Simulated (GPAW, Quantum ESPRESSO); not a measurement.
The Mo L₃ edge of atom 1 in Mo (Im-3m), with 8 Mo at 2.73 Å and 6 Mo at 3.15 Å (cube and octahedron, as in bcc, site symmetry m-3m), was computed in 2 ways: excited-electron core hole (neutral cell) and no core hole. Program and functional: Quantum ESPRESSO XSpectra, PBE, Lorentzian half width 0.89 eV; cells of 1 and 8 atoms (the run without a hole in the smaller).

Each run is counted from its own lowest empty level or Fermi level and scaled to a mean of 1 over its first 20 eV.

```
E (eV)  run 1  run 2
  -2.0   0.27   0.36
  -1.4   0.39   0.53
  -0.8   0.60   0.87
  -0.2   1.07   1.65
   0.4   1.55   2.44
   1.0   2.09   2.86
   1.6   2.56   2.80
   2.2   2.77   2.42
   2.8   2.51   1.93
   3.4   2.03   1.54
   4.0   1.61   1.15
   4.6   1.19   0.88
   5.2   0.94   0.77
   5.8   0.82   0.71
   6.4   0.74   0.60
   7.0   0.62   0.53
   7.6   0.55   0.51
   8.2   0.52   0.49
   8.8   0.48   0.46
   9.4   0.44   0.47
  10.0   0.48   0.56
  10.6   0.58   0.69
  11.2   0.68   0.78
  11.8   0.76   0.82
  12.4   0.78   0.83
  13.0   0.78   0.83
  13.6   0.79   0.81
  14.2   0.76   0.74
  14.8   0.70   0.72
  15.4   0.68   0.73
  16.0   0.69   0.71
  16.6   0.65   0.66
  17.2   0.60   0.62
  17.8   0.59   0.62
  18.4   0.62   0.66
  19.0   0.67   0.72
  19.6   0.72   0.71
  20.2   0.68   0.63
  20.8   0.57   0.53
  21.4   0.48   0.47
  22.0   0.44   0.45
  22.6   0.41   0.44
  23.2   0.42   0.48
  23.8   0.47   0.55
  24.4   0.54   0.58
  25.0   0.53   0.56
  25.6   0.52   0.57
  26.2   0.54   0.58
  26.8   0.55   0.60
  27.4   0.56   0.62
  28.0   0.59   0.64
  28.6   0.58   0.61
  29.2   0.54   0.58
  29.8   0.53   0.56
  30.4   0.52   0.55
  31.0   0.52   0.55
  31.6   0.53   0.56
```

**Question.** Which run is which?

Run 1: no core hole (area from −2 to 6 eV 12.1, main maxima 2.2 eV (2.77), 13.8 eV (0.79), 19.7 eV (0.72) and 28.4 eV (0.60)). Run 2: excited-electron core hole (neutral cell) (area from −2 to 6 eV 12.4, main maxima 1.0 eV (2.86), 13.2 eV (0.83), 19.4 eV (0.73) and 28.1 eV (0.64)). With each curve scaled to its own mean, the area from −2 to 6 eV with the hole is 12.4 against 12.1, and the centre of weight from −1 to 20 eV moves by -0.1 eV (first and strongest maxima below 20 eV: 2.2 eV (2.77), 13.8 eV (0.79) and 19.7 eV (0.72) without the hole, 1.0 eV (2.86), 13.2 eV (0.83) and 19.4 eV (0.73) with it); the shape changes all the same, by 24 % r.m.s.

[Banner, clock and machine lines of the logs are left out without a mark of their own.]

[Logs are printed without paths, hosts, clocks, repeated set-up lines and the standing remarks that a program may print on its own settings, such as how far it seeks lower states.]

[Hosts, paths, dates, database ids (printed as entryN), source tags and the programs' standing remarks are cut or masked in the printed files.]

[Lists of maxima count a maximum above −3 eV only where it reaches 4 % of the highest in the window and stands out from its surroundings by 2 % of it (1.5 % where it reaches 55 %); shoulders and weaker maxima are passed over, and of the rest the first, up to two pre-edge ones and the few strongest are named.]
